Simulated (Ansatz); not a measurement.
# V: optical spectrum from first principles

Aim: the dielectric function of V, and the optical constants that follow from it. The cell comes from an older database entry, whose edges can differ from later determinations, mostly by under a per cent.

Method: DFT, PBE, plane-wave PAW, default files, scalar-relativistic, independent-particle optical response without local fields, in Ansatz 0.2.0.

The database entry behind the starting cell differs from other determinations, so it need not match the best structure at room temperature.

## (1) The structure

It takes space group Im-3m (No. 229, cubic). The conventional cell has a = 3.029 Å, b = 3.029 Å, c = 3.029 Å, α = 90.00°, β = 90.00°, γ = 90.00°. Nearest to V lie 8 V at 2.62 Å.

## (2) Ground state and bands

First the ground state: is it a metal or has it a gap?

This step: DFT, PBE, plane-wave PAW, default files, scalar-relativistic, ground state (Ansatz 0.2.0).

Contents of input.yaml:

```yaml
crystal:
  lattice:
    - [-1.51435, 1.51435, 1.51435]
    - [1.51435, -1.51435, 1.51435]
    - [1.51435, 1.51435, -1.51435]
  atoms:
    - { symbol: V, position: [0.0, 0.0, 0.0] }
kpoints:
  mp_grid: { grid: [10, 10, 10] }
  band_path:
    path:
      - [[0.0, 0.0, 0.0], [0.5, -0.5, 0.5], [0.0, 0.0, 0.5], [0.0, 0.0, 0.0], [0.25, 0.25, 0.25], [0.5, -0.5, 0.5]]
      - [[0.25, 0.25, 0.25], [0.0, 0.0, 0.5]]
    npoints: 10
scf:
  occupations: { method: fermi_dirac, width: 0.05 }
  n_extra_bands: 6
hamiltonian:
  xc: pbe
  pseudopotentials: { kind: paw }
output:
  forces: true
  stress: true
  populations: true
  write_bands: true
  write_density: true
  write_potential: true
  elf: true
  volumetric_format: npy
```

On the command line:

```bash
> ansatz run input.yaml --threads 4 --pin off --max-ram 8192MiB --backend cpu --events-out ev --progress --plain --runs-dir out
```

Standard output:

```text
scf.n_extra_bands = 6 over 7 filled bands (N_el = 13.0): the run solves 13 bands
Engine: ansatz 0.2.0, x86_64-unknown-linux-gnu
Pseudopotentials: kind: paw
Pseudopotential: V, paw, valence charge 13, recommended cutoff 420 eV (normal), V.paw.azcp
Functional definition: PBE
  parameter kappa = 0.804
  parameter beta = 0.066725
  exchange = pbe_x(kappa = kappa, mu = beta*pi^2/3)
  correlation = pbe_c(beta = beta)
Crystal: 1 atoms, lattice volume = 13.891 Å³
Basis set: ecut = 420 eV, 249 PW (Γ), exchange–correlation on 36×36×36 points (8 copies of the dense FFT grid, shifted against one another)
Bands: 13, of which v1, the nominal top of the filled ones, is band 7 counted from 1 (6 counted from 0)
Symmetry: 48 space group operations
Space group: Im-3m (ITA 229), of the structure as read, at distance tolerance 2.4e-5 Å
k-points: 47 of 1000
Non-local potential: V, projectors of the file, l = 0: 3, l = 1: 2, l = 2: 3, l = 3: 1
PAW form: soft (Blöchl's): semilocal exchange-correlation on the pseudo side does not see the compensation charge
PAW one-centre angular grid: V, 590 points (default); XC on 64 Gauss nodes
Initial density: superposition of atomic densities (neutral atoms: chi_scale 0, normalization atom), corrected by the library's trained network
Initial wavefunctions: pseudopotential atomic-orbital guess
Functional: x = pbe(κ = 0.804, μ = 0.219515), c = pbe(β = 0.066725)
SCF iter   1: F=—  HF=-2912.412450 eV  |F-HF|=—  |Δ(HF+E_count)|=         —  Δρ=6.24e-3  dr2=2.71e-3  ethr=1.77e-3  ⟨swp⟩=4.3  Hψ=2854  notcnv=0
preconditioner: auto → none  [metal: Δε(μ)=0.042 eV  Ē_g=10.108 eV  σ=0.050 eV  W_gap=0.20  n_scr=0 (ndim 8)  ℏωp=22.3 eV  f_vac=0.000  D(μ)=1.55/eV (n_scr^D=18)]
SCF iter   2: F=—  HF=-2912.412146 eV  |F-HF|=—  |Δ(HF+E_count)|=   3.04e-4  Δρ=3.20e-3  dr2=5.70e-4  ethr=2.09e-5  ⟨swp⟩=1.4  Hψ=1010  notcnv=0  defer=8
SCF iter   3: F=—  HF=-2912.412086 eV  |F-HF|=—  |Δ(HF+E_count)|=   6.05e-5  Δρ=1.57e-3  dr2=1.58e-4  ethr=4.39e-6  ⟨swp⟩=2.4  Hψ=934  notcnv=0  defer=8
SCF iter   4: F=—  HF=-2912.412076 eV  |F-HF|=—  |Δ(HF+E_count)|=   9.86e-6  Δρ=6.92e-5  dr2=3.63e-7  ethr=1.22e-6  ⟨swp⟩=1.5  Hψ=586  notcnv=0  defer=8
SCF iter   5: F=—  HF=-2912.412070 eV  |F-HF|=—  |Δ(HF+E_count)|=   5.74e-6  Δρ=3.02e-5  dr2=6.77e-8  ethr=2.79e-9  ⟨swp⟩=2.4  Hψ=828  notcnv=0  defer=8
SCF iter   6: F=-2912.412070 eV  HF=-2912.412070 eV  |F-HF|=2.03e-10  |Δ(HF+E_count)|=   2.18e-8  Δρ=3.94e-6  dr2=8.08e-10  ethr=5.21e-10  ⟨swp⟩=5.7  Hψ=2903  notcnv=0
SCF 1 converged in 6 iterations: F = -2912.412070 eV  dr2 = 8.08e-10
  greatest PAW one-centre occupation: 1.000 electrons in one spin orbital (limit 2), on the V atom at site 0 (counted from 0), in its partial waves of l = 0
NSCF: frozen V_eff on 62 k-points
SCF converged after 6 iterations
Free energy (F): -2912.412070 eV
Harris-Foulkes:  -2912.412070 eV  (|F-HF|=2.03e-10)
Internal energy: -2912.398261 eV  (E = F + TS)
E sigma→0 (E₀):  -2912.405166 eV
Entropy (-TS):   -0.013809 eV (-13.809 meV/atom)
Fermi energy:    15.932940 eV
--- Per-component energies (eV) ---
  E_band       = -152.635982
  E_kinetic    = 335.436404
  E_local      = -914.579493  (includes V_loc(G=0)·N_el)
  E_nonlocal   = -45.937354
  E_hartree    = 417.360564
  E_xc         = -130.247455
  E_vxc        = -165.098058  (∫ρ·V_xc dr)
  E_paw        = -1112.381382  (= ΣΔE_a)
  E_vpaw       = -197.178054  (= ΣTr[D̂ρ^β])
  E_aug_tail   = 0.000257  (compensation charges beyond the density's cutoff)
  E_ewald      = -1462.049804
  E_smearing   = -0.013809  (= −TS)
  E_closure    = -0.000000  (closes the sum)
  Σ components = -2912.412070   (vs F -2912.412070, Δ=0.00e0)
--- Forces (eV/Å), atoms counted from 1 ---
  atom   1  V     -0.00000000     0.00000000     0.00000000
  max |Σ_I F_I| component: 9.66e-32 eV/Å
--- Stress (GPa, compression-positive) ---
       -4.718965      -0.000000      -0.000000
       -0.000000      -4.718965      -0.000000
        0.000000       0.000000      -4.718965
  P = ⅓ Tr σ = -4.7190 GPa (-47.190 kbar)
--- Band table (eV; the first three rows and the last of 47) ---
  k-point 0: bands = [... 3 lower, -21.1721, 9.4201, 16.3227, 16.3227, 16.3227, 18.2575, 18.2575, 36.2401, ... 2 higher]
  k-point 1: bands = [... 3 lower, -21.1726, 9.8076, 16.1635, 16.2798, 16.5966, 18.0914, 18.2696, 35.4217, ... 2 higher]
  k-point 2: bands = [... 3 lower, -21.1740, 10.8608, 15.7681, 16.0496, 17.3609, 17.9156, 18.3201, 33.1536, ... 2 higher]
  k-point 46: bands = [... 3 lower, -21.7326, 13.0704, 13.0704, 19.4948, 19.4948, 19.4948, 25.8645, 25.8645, ... 2 higher]
--- Löwdin populations: 1 site ---
  site symbol       q [e]
     0      V     12.8565
  spilling = 0.011037 (of n_electrons = 13.000000)
```

Wall time 6.1 s (4 threads of Intel Xeon Platinum 8488C (Sapphire Rapids), shared host); peak memory 0.41 GiB; 2.3 s of CPU time.

Reading the cycles: dr2 is the Hartree energy of the density residual (eV), the measure of convergence; HF is the Harris–Foulkes estimate of the energy, which meets the free energy F at convergence.

This run has no spin polarisation, although V can carry a moment.

Read from the output:

* free energy: -2912.4121 eV
* Fermi energy: 15.93 eV
* electrons: 13
* symmetry operations: 48
* pressure: -4.719 GPa
* volume: 13.89 Å³
* gap on the path: 0 eV

There are states at the Fermi level within the smearing, so the occupations stay smeared and the carriers get a Drude term. The cell is left with a pressure of -4.7 GPa, as it stands unrelaxed at this level.

The electronic bands at the labelled points (eV, zero at the Fermi level; # counts the bands kept):

| point | #1 | #2 | #3 | #4 | #5 | #6 |
| --- | --- | --- | --- | --- | --- | --- |
| Γ | -6.51 | 0.39 | 0.39 | 0.39 | 2.33 | 2.33 |
| halfway | -2.89 | -0.52 | 0.81 | 0.81 | 1.88 | 3.45 |
| H | -2.86 | -2.86 | 3.56 | 3.56 | 3.56 | 9.93 |
| halfway | -2.16 | -1.53 | 0.73 | 1.51 | 3.75 | 6.86 |
| N | -3.08 | -1.08 | 1.54 | 2.32 | 2.66 | 3.94 |
| halfway | -4.41 | -0.40 | -0.02 | 1.94 | 2.01 | 2.43 |
| Γ | -6.51 | 0.39 | 0.39 | 0.39 | 2.33 | 2.33 |
| halfway | -3.46 | -0.72 | -0.72 | 2.34 | 2.34 | 3.19 |
| P | -1.09 | -1.09 | -1.09 | 2.73 | 2.73 | 10.08 |
| halfway | -1.37 | -1.37 | -0.78 | 2.65 | 2.65 | 8.90 |
| H | -2.86 | -2.86 | 3.56 | 3.56 | 3.56 | 9.93 |
| jump to P | -1.09 | -1.09 | -1.09 | 2.73 | 2.73 | 10.08 |
| halfway | -2.17 | -1.24 | 0.06 | 2.51 | 2.69 | 6.32 |
| N | -3.08 | -1.08 | 1.54 | 2.32 | 2.66 | 3.94 |

The electronic bands as a text plot (rows in eV, shown from -6.5 to 8.0 only):

```
    7.7 |               *                                   *
    7.1 |         *      *                    *              *
    6.5 |
    5.9 |        *        *                                   *
    5.3 |                                    *
    4.7 |                                                      *
    4.1 |       *         *****             *                   *
    3.5 |     **  ********  *  *           *            ***
    2.9 |   **   **   *      ****            ***********   ******
    2.3 |***    *      *   ******************           *     ***
    1.7 |  * *** *      ***  *   **      *                      *
    1.0 |   * ***           * *    *    *              *       *
    0.4 |*****           * *   **  ******                     *
   -0.2 |                 *      ***     **           *      *
   -0.8 |     **          *** ***          **  * *****     **
   -1.4 |       *        *   *               *********     ******
   -2.0 |        *      ***                  *        **     *
   -2.6 |       * ******   *                *           ***   *
   -3.2 |     **            *****          *                   **
   -3.8 |    *
   -4.4 |                        *        *
   -5.0 |   *                     *      *
   -5.6 |  *                       *
   -6.2 |**                         *****
         Γ           H       N        Γ         P        H|P    N
```

ELF in the ac plane of the conventional cell at fractional y = 0.000, with atoms of V within 0.2 Å of it. It is the smooth field of the valence electrons, not physical close to the nuclei.

Values, 14 rows by 14 columns, each cell a mean:
```
0.73 0.74 0.68 0.44 0.19 0.19 0.34 0.43 0.30 0.17 0.23 0.52 0.71 0.74
0.72 0.69 0.58 0.35 0.18 0.24 0.39 0.47 0.36 0.20 0.19 0.40 0.62 0.71
0.56 0.50 0.38 0.23 0.20 0.31 0.46 0.52 0.44 0.28 0.17 0.25 0.40 0.52
0.23 0.22 0.19 0.19 0.29 0.41 0.50 0.54 0.49 0.39 0.25 0.17 0.19 0.23
0.15 0.18 0.23 0.31 0.41 0.46 0.49 0.50 0.49 0.47 0.39 0.28 0.20 0.17
0.28 0.31 0.37 0.45 0.49 0.48 0.46 0.45 0.47 0.49 0.49 0.44 0.36 0.30
0.41 0.43 0.48 0.53 0.53 0.49 0.44 0.43 0.45 0.50 0.54 0.52 0.47 0.43
0.31 0.35 0.41 0.48 0.51 0.49 0.45 0.44 0.46 0.49 0.50 0.46 0.39 0.34
0.17 0.19 0.24 0.34 0.43 0.48 0.49 0.49 0.48 0.46 0.41 0.31 0.24 0.19
0.18 0.18 0.17 0.20 0.32 0.43 0.51 0.53 0.49 0.41 0.29 0.20 0.18 0.19
0.48 0.43 0.32 0.20 0.20 0.34 0.48 0.53 0.45 0.31 0.19 0.23 0.35 0.44
0.71 0.68 0.55 0.32 0.17 0.24 0.41 0.48 0.37 0.23 0.19 0.38 0.58 0.68
0.73 0.74 0.68 0.43 0.18 0.19 0.35 0.43 0.31 0.18 0.22 0.50 0.69 0.74
0.69 0.73 0.71 0.48 0.18 0.17 0.31 0.41 0.28 0.15 0.23 0.56 0.72 0.73
```

Electrostatic potential energy in the ac plane of the conventional cell at fractional y = 0.000, with atoms of V within 0.2 Å of it. With pseudopotentials it is smooth inside the atoms' cores, unlike the true potential.

Values in eV, 14 rows by 14 columns, each cell a mean:
```
 -7 -10 -15 -13   2  12  16  17  16  11  -2 -14 -14  -9
-13 -15 -15  -8   6  14  17  18  16  13   3 -10 -15 -14
-15 -14  -9   1  11  15  17  18  17  15   9  -2 -10 -14
 -4  -1   4  11  15  16  18  18  17  16  14   9   3  -2
 10  11  13  15  17  17  18  18  18  17  16  15  13  11
 16  16  16  17  17  18  17  17  18  18  17  17  16  16
 17  17  18  18  18  18  17  17  17  18  18  18  18  17
 16  16  17  17  18  18  17  17  17  18  18  17  17  16
 12  13  14  16  17  17  18  18  18  17  16  15  14  12
  0   2   7  12  15  17  18  18  17  17  15  11   6   2
-14 -12  -6   4  12  16  17  18  17  15  11   1  -8 -13
-14 -15 -15  -6   7  14  17  18  16  13   4  -9 -15 -15
 -8 -11 -15 -12   2  13  16  17  16  11  -1 -14 -15 -10
 -4  -8 -14 -14   0  12  16  17  16  10  -4 -15 -13  -7
```

## (3) Spectrum

The spectrum is a sum over vertical transitions between filled and empty bands at the fixed density, so many empty bands are needed.

This step: DFT, PBE, plane-wave PAW, default files, scalar-relativistic, independent-particle optical response without local fields (Ansatz 0.2.0).

input.yaml, the sections that differ from step 2:

```yaml
kpoints:
  mp_grid: { grid: [14, 14, 14] }
scf:
  occupations: { method: fermi_dirac, width: 0.05 }
output:
  optics:
    e_range: [0, 20]
    de: 0.05
    sigma: 0.1
    drude_damping: 0.03
    nscf_kmesh: { grid: [16, 16, 16] }
    bands: { spectra_wanted_up_to: 20 }
# crystal, hamiltonian: as in step 2
```

Standard output:

```text
[...]
Crystal: 1 atoms, lattice volume = 13.891 Å³
Basis set: ecut = 420 eV, 249 PW (Γ)
Bands: 11, of which v1, the nominal top of the filled ones, is band 7 counted from 1 (6 counted from 0)
[... 1 set-up line as in the run before ...]
[...]
k-points: 104 of 2744
[...]
SCF iter   1: F=—  HF=-2912.414809 eV  |F-HF|=—  |Δ(HF+E_count)|=         —  Δρ=3.80e-3  dr2=5.53e-4  ethr=1.77e-3  ⟨swp⟩=4.0  Hψ=5611  notcnv=0
[...]
SCF iter   7: F=-2912.414848 eV  HF=-2912.414848 eV  |F-HF|=0.00e0  |Δ(HF+E_count)|=  3.64e-11  Δρ=6.99e-8  dr2=1.54e-13  ethr=1.00e-12  ⟨swp⟩=2.2  Hψ=2322  notcnv=0
SCF 1 converged in 7 iterations: F = -2912.414848 eV  dr2 = 1.54e-13
[...]
NSCF: frozen V_eff on 145 k-points
output.optics: what the bands over the 18 summed would add to eps1, eps2 and the energy-loss function is held between a lower and an upper bound (7 Lanczos steps). eps1, eps2 and their loss function (loss_summed_bands) are given on every row as the summed bands alone make them. Along an axis, on a row where the two bounds hold the loss function to about 1 % of the greater of itself and 0.5 % of |1/eps|, its cell (loss_completed) is given, with the completed eps1 and eps2 that it is formed of (a cell that is left empty reads nan in the table and null in the record). The two bounds hold it so along every axis on all 400 rows up to 20.000 eV. [rest of the remark cut]
SCF converged after 7 iterations
Free energy (F): -2912.414848 eV
[...]
Internal energy: -2912.402564 eV  (E = F + TS)
E sigma→0 (E₀):  -2912.408706 eV
Entropy (-TS):   -0.012284 eV (-12.284 meV/atom)
Fermi energy:    15.955288 eV
[...]
--- Band table (eV; the first three rows and the last of 104) ---
  k-point 0: bands = [... 3 lower, -21.1234, 9.4219, 16.3574, 16.3574, 16.3574, 18.2962, 18.2962, 36.2374]
  k-point 1: bands = [... 3 lower, -21.1236, 9.6217, 16.2740, 16.3388, 16.4986, 18.2023, 18.3020, 35.8171]
  k-point 2: bands = [... 3 lower, -21.1244, 10.1947, 16.0469, 16.2427, 16.9076, 18.0230, 18.3239, 34.6129]
  k-point 103: bands = [... 3 lower, -21.6852, 13.0906, 13.0906, 19.5382, 19.5382, 19.5382, 25.8699, 25.8699]
```

Elapsed: 4.2 s, on 4 threads; peak memory 0.85 GiB; 13 s of CPU time.

Read from the output:

* main peak of the optical conductivity above 1 eV, first axis: 3.242 eV
* Drude plasma energy, first axis: 7.763 eV
* bands summed: 18
* spectra valid up to: 29.36 eV
* program's estimate of the k-sum error in Im epsilon: 0.37 %
* electrons in the f-sum: 7.740

The Im ε, any direction has structure finer than the step of the table below, so its rows give means over 1 eV. Peaks (eV: height): 3.2: 38.6.

The Im ε, any direction by photon energy; means over each step:

| photon energy (eV) | Im ε, any direction |
| --- | --- |
| 1 | 14.1 |
| 2 | 22.9 |
| 3 | 31.6 |
| 4 | 17.3 |
| 5 | 4.95 |
| 6 | 3.97 |
| 7 | 4.03 |
| 8 | 1.63 |
| 9 | 0.695 |
| 10 | 1.51 |
| 11 | 1.68 |
| 12 | 2.41 |
| 13 | 2.11 |
| 14 | 1.65 |
| 15 | 1.42 |
| 16 | 1.43 |
| 17 | 1.46 |
| 18 | 0.801 |
| 19 | 0.687 |

Re ε, any direction against photon energy:

| photon energy (eV) | Re ε, any direction |
| --- | --- |
| 0.5 | -214 |
| 1.0 | -33.9 |
| 1.5 | 1.86 |
| 2.0 | 6.04 |
| 2.5 | 6.97 |
| 3.0 | 5.48 |
| 3.5 | -14.6 |
| 4.0 | -19.4 |
| 4.5 | -13.8 |
| 5.0 | -8.75 |
| 5.5 | -6.47 |
| 6.0 | -3.36 |
| 6.5 | -4.58 |
| 7.0 | -5.11 |
| 7.5 | -4.06 |
| 8.0 | -3.19 |
| 8.5 | -2.36 |
| 9.0 | -1.50 |
| 9.5 | -0.360 |
| 10.0 | 0.645 |
| 10.5 | -0.181 |
| 11.0 | -0.0478 |
| 11.5 | 0.816 |
| 12.0 | 0.0633 |
| 12.5 | -0.218 |
| 13.0 | -0.398 |
| 13.5 | -0.457 |
| 14.0 | -0.393 |
| 14.5 | -0.296 |
| 15.0 | -0.197 |
| 15.5 | -0.0986 |
| 16.0 | -0.00900 |
| 16.5 | 0.0618 |
| 17.0 | -0.698 |
| 17.5 | -0.533 |
| 18.0 | -0.355 |
| 18.5 | -0.171 |
| 19.0 | -0.107 |
| 19.5 | -0.0964 |
| 20.0 | 0.0372 |

Reflectivity at normal incidence, any direction against photon energy; read off at these points:

| photon energy (eV) | reflectivity at normal incidence, any direction (%) |
| --- | --- |
| 0.50 | 98.6 |
| 1.00 | 89.2 |
| 1.50 | 48.7 |
| 2.00 | 55.4 |
| 2.50 | 51.6 |
| 3.00 | 59.8 |
| 3.50 | 69.6 |
| 4.00 | 76.7 |
| 4.50 | 79.1 |
| 5.00 | 74.7 |
| 5.50 | 73.9 |
| 6.00 | 60.9 |
| 6.50 | 54.4 |
| 7.00 | 65.9 |
| 7.50 | 67.2 |
| 8.00 | 68.0 |
| 8.40 | 68.4 |
| 8.50 | 68.3 |
| 9.00 | 66.1 |
| 9.50 | 42.6 |
| 10.00 | 12.6 |
| 10.50 | 22.1 |
| 11.00 | 19.4 |
| 11.50 | 10.8 |
| 12.00 | 21.6 |
| 12.50 | 23.6 |
| 13.00 | 25.5 |
| 13.40 | 26.2 |
| 13.50 | 26.1 |
| 14.00 | 25.1 |
| 14.50 | 23.4 |
| 15.00 | 21.5 |
| 15.50 | 19.6 |
| 16.00 | 18.0 |
| 16.50 | 17.7 |
| 17.00 | 32.1 |
| 17.25 | 32.6 |
| 17.50 | 32.3 |
| 18.00 | 29.8 |
| 18.50 | 24.5 |
| 19.00 | 21.6 |
| 19.50 | 23.1 |
| 20.00 | 18.0 |

Table of refractive index n and extinction k by photon energy:

| photon energy (eV) | n | k |
| --- | --- | --- |
| 1 | 1.06 | 5.92 |
| 2 | 4.09 | 3.28 |
| 3 | 4.48 | 3.82 |
| 4 | 1.74 | 4.74 |
| 5 | 0.799 | 3.06 |
| 6 | 0.627 | 1.94 |
| 7 | 0.740 | 2.38 |
| 8 | 0.434 | 1.84 |
| 9 | 0.270 | 1.25 |
| 10 | 1.13 | 0.796 |
| 11 | 0.897 | 0.923 |
| 12 | 1.14 | 1.11 |
| 13 | 0.944 | 1.14 |
| 14 | 0.804 | 1.02 |
| 15 | 0.784 | 0.901 |
| 16 | 0.834 | 0.839 |
| 17 | 0.660 | 1.06 |
| 18 | 0.504 | 0.780 |
| 19 | 0.557 | 0.646 |
| 20 | 0.529 | 0.492 |

The loss function −Im 1/ε at q → 0, any direction has structure finer than the step of the table below, so its rows give means over 0.5 eV. Peaks (eV: height): 9.60: 2.09.

The loss function −Im 1/ε at q → 0, any direction by energy loss; means over each step:

energy loss (eV), loss function −Im 1/ε at q → 0, any direction and a bar:
```
      1.0       0.01 
      1.5       0.06 #
      2.0       0.04 
      2.5       0.04 
      3.0       0.03 
      3.5       0.03 
      4.0       0.03 
      4.5       0.03 
      5.0       0.05 #
      5.5       0.06 #
      6.0       0.18 ###
      6.5       0.11 ##
      7.0       0.09 #
      7.5       0.11 ##
      8.0       0.13 ##
      8.5       0.16 ###
      9.0       0.26 #####
      9.5       1.14 ####################
     10.0       0.54 #########
     10.5       0.51 #########
     11.0       0.60 ###########
     11.5       0.49 #########
     12.0       0.39 #######
     12.5       0.43 ########
     13.0       0.45 ########
     13.5       0.51 #########
     14.0       0.58 ##########
     14.5       0.64 ###########
     15.0       0.69 ############
     15.5       0.72 #############
     16.0       0.71 #############
     16.5       0.60 ###########
     17.0       0.57 ##########
     17.5       0.79 ##############
     18.0       1.06 ###################
     18.5       1.35 ########################
     19.0       1.38 #########################
     19.5       1.67 ##############################
```

Optical constants at common wavelengths, from n + ik = √ε:

| wavelength (nm) | n | k | R (%) | 1/α |
| --- | --- | --- | --- | --- |
| 1550 | 0.82 | 8.229 | 95.4 | 15 nm |
| 1064 | 1.39 | 4.438 | 78.1 | 19 nm |
| 800 | 3.27 | 2.704 | 48.8 | 24 nm |
| 633 | 4.10 | 3.164 | 54.5 | 16 nm |
| 405 | 4.46 | 4.032 | 61.3 | 8.0 nm |
| 365 | 3.31 | 4.955 | 69.3 | 5.9 nm |
| 193 | 1.68 | 2.483 | 49.7 | 6.2 nm |

A polished face would reflect 54 % of daylight and look light grey (CIE x = 0.315, y = 0.326 under D65).

## (4) What came out

```
gap on the path                                              : 0 eV
main peak of the optical conductivity above 1 eV, first axis : 3.24 eV
Drude plasma energy, first axis                              : 7.76 eV
```

In words: At this level (PBE, independent particles) V is a metal with a Drude plasma energy of 7.8 eV; it reflects 54 % at 550 nm. Along x the bare Drude plasma energy is 7.8 eV; Re ε first rises through zero at 1.45 eV, far lower, because interband transitions screen the carriers. Im ε is 15 there, so the loss peak at that energy is weak. A polished face would reflect 54 % of daylight and look light grey (CIE x = 0.315, y = 0.326 under D65). In the base run ε includes the program's bounded estimate of what the bands above those summed add. The carriers' damping of 0.03 eV is typed, not computed; at 0.8 eV the carriers give 26 % of Im ε, the rest is interband. The run has no spin polarisation; magnetic order or correlation, untested here, could change the spectrum. The Fermi-Dirac width of 0.05 eV acts as an electron temperature of 580 K in the carriers' term.

[Long decimals in the printed logs are rounded to 6 places.]

[Logs are printed without paths, hosts, clocks, repeated set-up lines and the standing remarks that a program may print on its own settings, such as how far it seeks lower states.]

[Hosts, paths, dates, database ids (printed as entryN), source tags and the programs' standing remarks are cut or masked in the printed files.]

[Where the starting crystal was built by hand or by swapping elements, it need not be the compound's stable phase.]

[The count of steps not shown may lack steps that the program refused or didn't finish.]
